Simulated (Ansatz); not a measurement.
# N on Ta(110): change of the work function

Aim: the work function of Ta(110) at several coverages of N (hollow site), and the dipole that each adsorbate carries.

Program: Ansatz 0.2.0. Level of theory: plane-wave DFT, PBE, Ansatz PAW. Results are calculated unless marked as measured.

### 1. Set-up

The cell holds 4 atoms: 4 Ta. Its edges and angles: a = 2.867 Å, b = 2.867 Å, c = 25.022 Å, α = 90.0°, β = 90.0°, γ = 70.5°. Vacuum lies along c.

### 2. The clean slab

The bare slab comes first, as the zero from which every change is counted. The two lowest layers are held at bulk places and the upper ones relax. The dipole correction removes the false field that a one-sided slab makes across the periodic vacuum, so each face gets a flat vacuum level of its own.

The input, input.yaml:

```yaml
crystal:
  lattice:
    - [2.3405234457, -1.655, 0.0]
    - [2.3405234457, 1.655, 0.0]
    - [0.0, 0.0, 25.0215703372]
  atoms:
    - { symbol: Ta, position: [0.0, 0.0, 0.3596896549] }
    - { symbol: Ta, position: [0.5, 0.5, 0.453229885] }
    - { symbol: Ta, position: [0.0, 0.0, 0.546770115] }
    - { symbol: Ta, position: [0.5, 0.5, 0.6403103451] }
kpoints:
  mp_grid: { grid: [12, 12, 1] }
hamiltonian:
  xc: pbe
scf:
  occupations: { method: fermi_dirac, width: 0.1 }
  convergence: { dr2_threshold: 1.0e-08 }
efield:
  axis: 3
  dipole_correction: true
  ramp_position: 0.97
  ramp_width: 0.06
relax:
  f_tol: 0.02
  max_steps: 60
  constraints: [{ sites: [0, 1] }]
output:
  write_potential: true
  write_density: true
  volumetric_format: npy
```

Command:

```
> ansatz run input.yaml --threads 4 --pin off --max-ram 6144MiB --backend cpu --events-out ev --progress --plain --runs-dir out
```

Numbers of over 12 decimals in the logs are rounded to 6 here.

Output:

```text
Engine: ansatz 0.2.0, x86_64-unknown-linux-gnu
Pseudopotentials: kind: paw
Pseudopotential: Ta, paw, valence charge 13, recommended cutoff 420 eV (normal), Ta.paw.azcp
Functional definition: PBE
  parameter kappa = 0.804
  parameter beta = 0.066725
  exchange = pbe_x(kappa = kappa, mu = beta*pi^2/3)
  correlation = pbe_c(beta = beta)
Crystal: 4 atoms, lattice volume = 193.845 Å³
Basis set: ecut = 420 eV, 3793 PW (Γ), exchange–correlation on 40×40×360 points (8 copies of the dense FFT grid, shifted against one another)
Bands: 32, of which v1, the nominal top of the filled ones, is band 26 counted from 1 (25 counted from 0)
Symmetry: 4 space group operations
k-points: 43 of 144
Non-local potential: Ta, projectors of the file, l = 0: 3, l = 1: 2, l = 2: 2, l = 3: 1
PAW form: soft (Blöchl's): semilocal exchange-correlation on the pseudo side does not see the compensation charge
PAW one-centre angular grid: Ta, 590 points (default); XC on 64 Gauss nodes
Initial density: superposition of atomic densities (neutral atoms: chi_scale 0, normalization atom), corrected by the library's trained network
Initial wavefunctions: pseudopotential atomic-orbital guess
Functional: x = pbe(κ = 0.804, μ = 0.219515), c = pbe(β = 0.066725)
SCF iter   1: F=—  HF=-39726.805781 eV  |F-HF|=—  |Δ(HF+E_count)|=         —  Δρ=5.76e-3  dr2=1.31e0  ethr=1.77e-3  p=0.000 e·Å  D=1.48e-13 V/Å  ΔV_dip=-0.00 eV  dr2_dipole=3.97e-7  V_vac-E_F(+/−)=4.99/4.99 eV  ⟨swp⟩=7.2  Hψ=6700  notcnv=0
efield: sawtooth ramp at fractional position 0.9700 (set: `efield.ramp_position`, or a place that a band, a saddle search or an elastic batch's reference lends), width 0.0600; the density the first Hamiltonian is built on has a dipole p = 0.000 e·Å; the dipole correction subtracts the counter field D = 1.48e-13 V/Å, which shifts the + side's vacuum level by -0.00 eV against the − side's; the planar-averaged density in the ramp window peaks in size at 1.7e-5 e/Å³
preconditioner: auto → LDOS  [metal: Δε(μ)=0.027 eV  Ē_g=3.845 eV  σ=0.100 eV  W_gap=0.07  n_scr=16 (ndim 8)  ℏωp=11.9 eV  f_vac=0.544  D(μ)=5.69/eV (n_scr^D=18)  β→1.0]
SCF iter   2: F=—  HF=-39726.762829 eV  |F-HF|=—  |Δ(HF+E_count)|=   4.30e-2  Δρ=1.63e-3  dr2=8.36e-3  ethr=1.77e-3  p=0.000 e·Å  D=1.67e-5 V/Å  ΔV_dip=-0.00 eV  dr2_dipole=3.15e-7  V_vac-E_F(+/−)=4.81/4.81 eV  ⟨swp⟩=1.4  Hψ=1741  notcnv=0
SCF iter   3: F=—  HF=-39726.763829 eV  |F-HF|=—  |Δ(HF+E_count)|=   9.99e-4  Δρ=5.10e-4  dr2=2.77e-3  ethr=1.61e-5  p=0.000 e·Å  D=3.06e-6 V/Å  ΔV_dip=-0.00 eV  dr2_dipole=3.36e-9  V_vac-E_F(+/−)=4.83/4.83 eV  ⟨swp⟩=2.9  Hψ=2823  notcnv=0
SCF iter   4: F=—  HF=-39726.763794 eV  |F-HF|=—  |Δ(HF+E_count)|=   3.53e-5  Δρ=1.73e-4  dr2=1.10e-4  ethr=5.34e-6  p=0.000 e·Å  D=2.16e-6 V/Å  ΔV_dip=-0.00 eV  dr2_dipole=3.47e-12  V_vac-E_F(+/−)=4.82/4.82 eV  ⟨swp⟩=2.3  Hψ=2226  notcnv=0
SCF iter   5: F=—  HF=-39726.763803 eV  |F-HF|=—  |Δ(HF+E_count)|=   9.70e-6  Δρ=5.33e-5  dr2=4.45e-6  ethr=2.12e-7  p=0.000 e·Å  D=1.35e-6 V/Å  ΔV_dip=-0.00 eV  dr2_dipole=4.13e-11  V_vac-E_F(+/−)=4.81/4.81 eV  ⟨swp⟩=2.5  Hψ=2216  notcnv=0
SCF iter   6: F=—  HF=-39726.763676 eV  |F-HF|=—  |Δ(HF+E_count)|=   1.27e-4  Δρ=2.05e-5  dr2=1.62e-6  ethr=8.57e-9  p=0.000 e·Å  D=6.92e-7 V/Å  ΔV_dip=-0.00 eV  dr2_dipole=3.70e-13  V_vac-E_F(+/−)=4.81/4.81 eV  ⟨swp⟩=2.7  Hψ=2519  notcnv=0
SCF iter   7: F=—  HF=-39726.763677 eV  |F-HF|=—  |Δ(HF+E_count)|=   4.16e-7  Δρ=5.04e-6  dr2=4.42e-8  ethr=3.12e-9  p=0.000 e·Å  D=3.02e-7 V/Å  ΔV_dip=-0.00 eV  dr2_dipole=2.41e-12  V_vac-E_F(+/−)=4.81/4.81 eV  ⟨swp⟩=2.7  Hψ=2586  notcnv=0
SCF iter   8: F=-39726.763677 eV  HF=-39726.763677 eV  |F-HF|=1.95e-8  |Δ(HF+E_count)|=   7.50e-8  Δρ=1.58e-6  dr2=3.85e-9  ethr=1.92e-11  p=0.000 e·Å  D=1.31e-7 V/Å  ΔV_dip=-0.00 eV  dr2_dipole=1.16e-13  V_vac-E_F(+/−)=4.81/4.81 eV  ⟨swp⟩=10.9  Hψ=10426  notcnv=0
SCF 1 converged in 8 iterations: F = -39726.763677 eV  dr2 = 3.85e-9
  greatest PAW one-centre occupation: 0.999 electrons in one spin orbital (limit 2), on the Ta atom at site 0 (counted from 0), in its partial waves of l = 0
relax step   1: F+E_penalty+E_count = -39726.76367691 eV  Δ(F+E_penalty+E_count) = +0.000e0 eV  max|allowed force component| = 4.148e-1 eV/Å  Δτ_max = 0.0000 Å  (8 SCF iters, accepted)
Initial density: handed on by an earlier stage of this run
Initial wavefunctions: those handed on with the density
iter 1 solved again at ethr=2.39e-3 eV; its pass at ethr=3.10e-3 eV (dr2=1.24e0 eV) is discarded
SCF iter   1: F=—  HF=-39726.839724 eV  |F-HF|=—  |Δ(HF+E_count)|=         —  Δρ=9.90e-3  dr2=1.15e0  ethr=2.39e-3  p=0.000 e·Å  D=1.07e-6 V/Å  ΔV_dip=-0.00 eV  dr2_dipole=5.18e-3  V_vac-E_F(+/−)=4.85/4.85 eV  ⟨swp⟩=1.1  Hψ=5524  notcnv=0
efield: sawtooth ramp at fractional position 0.9700 (set: `efield.ramp_position`, or a place that a band, a saddle search or an elastic batch's reference lends), width 0.0600; the density the first Hamiltonian is built on has a dipole p = 0.000 e·Å; the dipole correction subtracts the counter field D = 1.07e-6 V/Å, which shifts the + side's vacuum level by -0.00 eV against the − side's; the planar-averaged density in the ramp window peaks in size at 9.3e-6 e/Å³
preconditioner: auto → LDOS  [metal: Δε(μ)=0.002 eV  Ē_g=3.957 eV  σ=0.100 eV  W_gap=0.00  n_scr=16 (ndim 8)  ℏωp=11.9 eV  f_vac=0.555  D(μ)=5.52/eV (n_scr^D=18)  β→1.0]
SCF iter   2: F=—  HF=-39726.769061 eV  |F-HF|=—  |Δ(HF+E_count)|=   7.07e-2  Δρ=5.59e-3  dr2=2.66e-1  ethr=2.21e-3  p=0.012 e·Å  D=1.12e-2 V/Å  ΔV_dip=-0.28 eV  dr2_dipole=6.71e-3  V_vac-E_F(+/−)=4.53/4.81 eV  ⟨swp⟩=3.0  Hψ=2184  notcnv=0
SCF iter   3: F=—  HF=-39726.745759 eV  |F-HF|=—  |Δ(HF+E_count)|=   2.33e-2  Δρ=1.82e-3  dr2=2.99e-2  ethr=5.11e-4  p=0.006 e·Å  D=5.53e-3 V/Å  ΔV_dip=-0.14 eV  dr2_dipole=1.11e-3  V_vac-E_F(+/−)=4.69/4.83 eV  ⟨swp⟩=3.1  Hψ=2953  notcnv=0
SCF iter   4: F=—  HF=-39726.742034 eV  |F-HF|=—  |Δ(HF+E_count)|=   3.73e-3  Δρ=4.37e-4  dr2=8.85e-4  ethr=5.74e-5  p=0.006 e·Å  D=5.97e-3 V/Å  ΔV_dip=-0.15 eV  dr2_dipole=2.49e-5  V_vac-E_F(+/−)=4.67/4.82 eV  ⟨swp⟩=2.3  Hψ=2120  notcnv=0
SCF iter   5: F=—  HF=-39726.742230 eV  |F-HF|=—  |Δ(HF+E_count)|=   1.97e-4  Δρ=1.47e-4  dr2=1.02e-4  ethr=1.70e-6  p=0.006 e·Å  D=5.82e-3 V/Å  ΔV_dip=-0.15 eV  dr2_dipole=1.04e-5  V_vac-E_F(+/−)=4.68/4.82 eV  ⟨swp⟩=2.2  Hψ=2055  notcnv=0
SCF iter   6: F=—  HF=-39726.742258 eV  |F-HF|=—  |Δ(HF+E_count)|=   2.78e-5  Δρ=4.67e-5  dr2=2.46e-5  ethr=1.96e-7  p=0.006 e·Å  D=5.53e-3 V/Å  ΔV_dip=-0.14 eV  dr2_dipole=6.37e-6  V_vac-E_F(+/−)=4.68/4.82 eV  ⟨swp⟩=2.4  Hψ=2093  notcnv=0
SCF iter   7: F=—  HF=-39726.742249 eV  |F-HF|=—  |Δ(HF+E_count)|=   9.06e-6  Δρ=1.67e-5  dr2=2.37e-6  ethr=4.73e-8  p=0.006 e·Å  D=5.42e-3 V/Å  ΔV_dip=-0.14 eV  dr2_dipole=1.75e-8  V_vac-E_F(+/−)=4.69/4.82 eV  ⟨swp⟩=2.3  Hψ=1815  notcnv=0
SCF iter   8: F=—  HF=-39726.742124 eV  |F-HF|=—  |Δ(HF+E_count)|=   1.25e-4  Δρ=4.56e-6  dr2=6.53e-8  ethr=4.55e-9  p=0.006 e·Å  D=5.34e-3 V/Å  ΔV_dip=-0.13 eV  dr2_dipole=2.51e-9  V_vac-E_F(+/−)=4.69/4.82 eV  ⟨swp⟩=2.0  Hψ=1829  notcnv=0
SCF iter   9: F=—  HF=-39726.742124 eV  |F-HF|=—  |Δ(HF+E_count)|=   6.06e-8  Δρ=1.58e-6  dr2=1.94e-8  ethr=1.92e-11  p=0.006 e·Å  D=5.32e-3 V/Å  ΔV_dip=-0.13 eV  dr2_dipole=5.13e-9  V_vac-E_F(+/−)=4.69/4.82 eV  ⟨swp⟩=11.3  Hψ=10969  notcnv=0
SCF iter  10: F=-39726.742124 eV  HF=-39726.742124 eV  |F-HF|=1.83e-9  |Δ(HF+E_count)|=   1.36e-8  Δρ=5.89e-7  dr2=1.35e-9  ethr=1.92e-11  p=0.006 e·Å  D=5.31e-3 V/Å  ΔV_dip=-0.13 eV  dr2_dipole=4.45e-10  V_vac-E_F(+/−)=4.69/4.82 eV  ⟨swp⟩=10.0  Hψ=9397  notcnv=0
SCF 2 converged in 10 iterations: F = -39726.742124 eV  dr2 = 1.35e-9
  greatest PAW one-centre occupation: 1.000 electrons in one spin orbital (limit 2), on the Ta atom at site 3 (counted from 0), in its partial waves of l = 0
relax step   2: F+E_penalty+E_count = -39726.74212440 eV  Δ(F+E_penalty+E_count) = +2.155e-2 eV  max|allowed force component| = 7.793e-1 eV/Å  Δτ_max = 0.1926 Å  (10 SCF iters, rejected (line search))
iter 1 solved again at ethr=8.38e-4 eV; its pass at ethr=3.10e-3 eV (dr2=4.36e-1 eV) is discarded
SCF iter   1: F=—  HF=-39726.815846 eV  |F-HF|=—  |Δ(HF+E_count)|=         —  Δρ=5.63e-3  dr2=4.24e-1  ethr=8.38e-4  p=0.006 e·Å  D=5.31e-3 V/Å  ΔV_dip=-0.13 eV  dr2_dipole=4.73e-3  V_vac-E_F(+/−)=4.67/4.80 eV  ⟨swp⟩=1.2  Hψ=4821  notcnv=0
efield: sawtooth ramp at fractional position 0.9700 (set: `efield.ramp_position`, or a place that a band, a saddle search or an elastic batch's reference lends), width 0.0600; the density the first Hamiltonian is built on has a dipole p = 0.006 e·Å; the dipole correction subtracts the counter field D = 5.31e-3 V/Å, which shifts the + side's vacuum level by -0.13 eV against the − side's; the planar-averaged density in the ramp window peaks in size at 5.6e-6 e/Å³
preconditioner: auto → LDOS  [metal: Δε(μ)=0.011 eV  Ē_g=3.847 eV  σ=0.100 eV  W_gap=0.03  n_scr=16 (ndim 8)  ℏωp=11.9 eV  f_vac=0.548  D(μ)=5.97/eV (n_scr^D=30)  β→1.0]
SCF iter   2: F=—  HF=-39726.790123 eV  |F-HF|=—  |Δ(HF+E_count)|=   2.57e-2  Δρ=3.00e-3  dr2=5.27e-2  ethr=8.15e-4  p=-0.002 e·Å  D=-1.66e-3 V/Å  ΔV_dip=0.04 eV  dr2_dipole=2.68e-3  V_vac-E_F(+/−)=4.86/4.82 eV  ⟨swp⟩=2.7  Hψ=2118  notcnv=0
SCF iter   3: F=—  HF=-39726.784844 eV  |F-HF|=—  |Δ(HF+E_count)|=   5.28e-3  Δρ=1.14e-3  dr2=1.41e-2  ethr=1.01e-4  p=0.002 e·Å  D=2.13e-3 V/Å  ΔV_dip=-0.05 eV  dr2_dipole=1.26e-3  V_vac-E_F(+/−)=4.77/4.82 eV  ⟨swp⟩=2.8  Hψ=2591  notcnv=0
SCF iter   4: F=—  HF=-39726.783327 eV  |F-HF|=—  |Δ(HF+E_count)|=   1.52e-3  Δρ=3.41e-4  dr2=1.45e-3  ethr=2.72e-5  p=0.002 e·Å  D=1.77e-3 V/Å  ΔV_dip=-0.04 eV  dr2_dipole=2.49e-4  V_vac-E_F(+/−)=4.77/4.82 eV  ⟨swp⟩=2.0  Hψ=1772  notcnv=0
SCF iter   5: F=—  HF=-39726.783267 eV  |F-HF|=—  |Δ(HF+E_count)|=   6.02e-5  Δρ=1.01e-4  dr2=7.32e-5  ethr=2.78e-6  p=0.002 e·Å  D=1.73e-3 V/Å  ΔV_dip=-0.04 eV  dr2_dipole=4.36e-6  V_vac-E_F(+/−)=4.77/4.82 eV  ⟨swp⟩=2.1  Hψ=1774  notcnv=0
SCF iter   6: F=—  HF=-39726.783246 eV  |F-HF|=—  |Δ(HF+E_count)|=   2.06e-5  Δρ=2.91e-5  dr2=2.16e-6  ethr=1.41e-7  p=0.002 e·Å  D=1.85e-3 V/Å  ΔV_dip=-0.05 eV  dr2_dipole=9.83e-8  V_vac-E_F(+/−)=4.77/4.82 eV  ⟨swp⟩=2.8  Hψ=2503  notcnv=0
SCF iter   7: F=—  HF=-39726.783127 eV  |F-HF|=—  |Δ(HF+E_count)|=   1.19e-4  Δρ=1.01e-5  dr2=3.49e-7  ethr=4.15e-9  p=0.002 e·Å  D=1.92e-3 V/Å  ΔV_dip=-0.05 eV  dr2_dipole=1.10e-8  V_vac-E_F(+/−)=4.77/4.82 eV  ⟨swp⟩=2.3  Hψ=2302  notcnv=0
SCF iter   8: F=—  HF=-39726.783127 eV  |F-HF|=—  |Δ(HF+E_count)|=   2.34e-7  Δρ=2.98e-6  dr2=4.09e-8  ethr=6.70e-10  p=0.002 e·Å  D=1.98e-3 V/Å  ΔV_dip=-0.05 eV  dr2_dipole=1.03e-10  V_vac-E_F(+/−)=4.77/4.82 eV  ⟨swp⟩=2.3  Hψ=2070  notcnv=0
SCF iter   9: F=-39726.783127 eV  HF=-39726.783127 eV  |F-HF|=3.33e-9  |Δ(HF+E_count)|=   3.84e-8  Δρ=1.03e-6  dr2=5.51e-9  ethr=1.92e-11  p=0.002 e·Å  D=1.99e-3 V/Å  ΔV_dip=-0.05 eV  dr2_dipole=6.08e-10  V_vac-E_F(+/−)=4.77/4.82 eV  ⟨swp⟩=10.8  Hψ=10451  notcnv=0
SCF 3 converged in 9 iterations: F = -39726.783127 eV  dr2 = 5.51e-9
relax step   3: F+E_penalty+E_count = -39726.78312741 eV  Δ(F+E_penalty+E_count) = -1.945e-2 eV  max|allowed force component| = 1.779e-2 eV/Å  Δτ_max = 0.0888 Å  (9 SCF iters, accepted)
NSCF: frozen V_eff on 43 k-points
the band table was solved once a step of the walk had ended and its energy, with any forces and stress, was formed, with the checks that follow a solve (7261 applications of the Hamiltonian). They found nothing against the state; the energy, forces and stress were not computed again (output.eigenvalues in the input reference)
WARN: The output density's exchange-correlation potential varies sharply where the density is thin. Do not read a vacuum level from v_tot or v_xc, or from such a field of the output density. On a cell that repeats whose density bears no net charge and no dipole along the vacuum's axis use v_es (v_loc + v_h of the components); under efield.dipole_correction with no amplitude use v_es + v_field, which holds any externa [...]
SCF converged after 9 iterations
Free energy (F): -39726.783127 eV
Harris-Foulkes:  -39726.783127 eV  (|F-HF|=3.33e-9)
Internal energy: -39726.594280 eV  (E = F + TS)
E sigma→0 (E₀):  -39726.688704 eV
Entropy (-TS):   -0.188848 eV (-47.212 meV/atom)
Fermi energy:    4.106388 eV
Dipole field:    D = 0.002028 V/Å  (p = 0.002172 e·Å, saw-weighted, corrected)
Work function:   Φ+ = 4.7668 eV   Φ− = 4.8176 eV
Levels:          The Fermi level and band energies are counted from a zero that moves with the ramp; work functions are not
--- Per-component energies (eV) ---
  E_band       = -1175.816872
  E_kinetic    = 1457.922002
  E_local      = -55624.544053  (includes V_loc(G=0)·N_el)
  E_nonlocal   = 59.651063
  E_hartree    = 27096.645873
  E_xc         = -870.143283
  E_vxc        = -811.251715  (∫ρ·V_xc dr)
  E_paw        = -33585.914433  (= ΣΔE_a)
  E_vpaw       = -450.895849  (= ΣTr[D̂ρ^β])
  E_aug_tail   = 0.000571  (compensation charges beyond the density's cutoff)
  E_efield     = 0.000002  (sawtooth field / dipole correction)
  E_vefield    = 0.002281  (∫n·V_field dr)
  E_ewald      = 21739.787978
  E_smearing   = -0.188848  (= −TS)
  E_closure    = 0.000000  (closes the sum)
  Σ components = -39726.783127   (vs F -39726.783127, Δ=0.00e0)
--- Forces (eV/Å), atoms counted from 1 ---
  atom   1  Ta     0.00000000     0.00000000     0.43128874
  atom   2  Ta     0.00000000     0.00000000    -0.43322346
  atom   3  Ta     0.00000000     0.00000000    -0.01585237
  atom   4  Ta     0.00000000     0.00000000     0.01778524
  max |Σ_I F_I| component: 1.84e-6 eV/Å
--- Band table (eV; the first three rows and the last of 43) ---
  k-point 0: bands = [... 22 lower, 3.5859, 3.8018, 3.9092, 4.4738, 4.5203, 4.6621, 5.1191, 5.3470, ... 2 higher]
  k-point 1: bands = [... 22 lower, 3.5025, 3.7840, 3.9078, 4.2606, 4.4534, 4.7338, 5.0508, 5.2065, ... 2 higher]
  k-point 2: bands = [... 22 lower, 3.3305, 3.6231, 3.8165, 3.9022, 4.1304, 4.4107, 5.2264, 5.4658, ... 2 higher]
  k-point 42: bands = [... 22 lower, 2.9030, 3.3565, 4.2352, 5.6752, 5.9858, 6.4812, 6.5254, 6.5718, ... 2 higher]
--- Relaxed structure (3 steps of the walk, 2 accepted, 0 SCFs on fresh bases) ---
  F+E_penalty+E_count = -39726.78312741 eV   max|allowed force component| = 1.779e-2 eV/Å
  atoms:
    - { symbol: Ta, position: [0.0, 0.0, 0.3596896549] }
    - { symbol: Ta, position: [0.5, 0.5, 0.453230] }
    - { symbol: Ta, position: [0.0, 0.0, 0.546866] }
    - { symbol: Ta, position: [0.5, 0.5, 0.636762] }
```

It took 11 s on 4 threads of INTEL XEON PLATINUM 8581C at 2.10GHz (Emerald Rapids), shared host; peak memory 0.63 GiB; 41 s of CPU time.

Step by step:

| step | energy less that of the first step (eV) | largest force component (eV/Å) |
| --- | --- | --- |
| 1 | 0.0000 | 0.4148 |
| 2 | 0.0216 | 0.7793 |
| 3 | -0.0194 | 0.0178 |

Relaxation step 2 was tried and not accepted.

The run keeps the 4 symmetry operations that it works with, so distortions that break them were not tested.

The atoms that moved most (Å):

```csv
atom,dx,dy,dz,length
Ta4,0.000,0.000,-0.089,0.089
```

Final coordinates:

```cif
data_structure
_symmetry_space_group_name_H-M 'P 1'
_symmetry_Int_Tables_number 1
_cell_length_a 2.8665
_cell_length_b 2.8665
_cell_length_c 25.0216
_cell_angle_alpha 90.000
_cell_angle_beta 90.000
_cell_angle_gamma 70.529
_cell_volume 193.85
loop_
_atom_site_label
_atom_site_type_symbol
_atom_site_fract_x
_atom_site_fract_y
_atom_site_fract_z
_atom_site_occupancy
Ta1 Ta 0.00000 0.00000 0.35969 1
Ta2 Ta 0.50000 0.50000 0.45323 1
Ta3 Ta 0.00000 0.00000 0.54687 1
Ta4 Ta 0.50000 0.50000 0.63676 1
```

This step gave:

* energy at zero smearing: -39726.6887 eV
* work function, upper face: 4.767 eV
* work function, lower face: 4.818 eV
* dipole along the normal: 0.002172 e·Å
* step between the vacuum levels: -0.05074 eV

Running mean over 2.341 Å of the planar mean; the ramp of the sawtooth is left out. Table of electron's electrostatic potential energy less the Fermi level by z:

| z (Å) | electron's electrostatic potential energy less the Fermi level (eV) |
| --- | --- |
| 4 | 4.82 |
| 5 | 4.80 |
| 6 | 4.62 |
| 7 | 2.96 |
| 8 | -5.19 |
| 9 | -10.1 |
| 10 | -10.0 |
| 11 | -9.98 |
| 12 | -9.96 |
| 13 | -9.96 |
| 14 | -10.3 |
| 15 | -10.9 |
| 16 | -10.1 |
| 17 | -4.55 |
| 18 | 3.18 |
| 19 | 4.60 |
| 20 | 4.75 |
| 21 | 4.77 |

The relaxation took 3 steps and lowered the energy by 0.019 eV; the largest force on the free atoms ends at 0.018 eV/Å.

The work function of the upper face is 4.77 eV.

(Continued in part 2 of 3.)

[Logs are printed without paths, hosts, clocks, repeated set-up lines and the standing remarks that a program may print on its own settings, such as how far it seeks lower states.]

[Hosts, paths, dates, database ids (printed as entryN), source tags and the programs' standing remarks are cut or masked in the printed files.]

[Maps of the electrostatic potential energy from Ansatz leave out the sawtooth potential of an applied field or a dipole correction, so their vacuum need not be flat; planar profiles and work functions include it.]
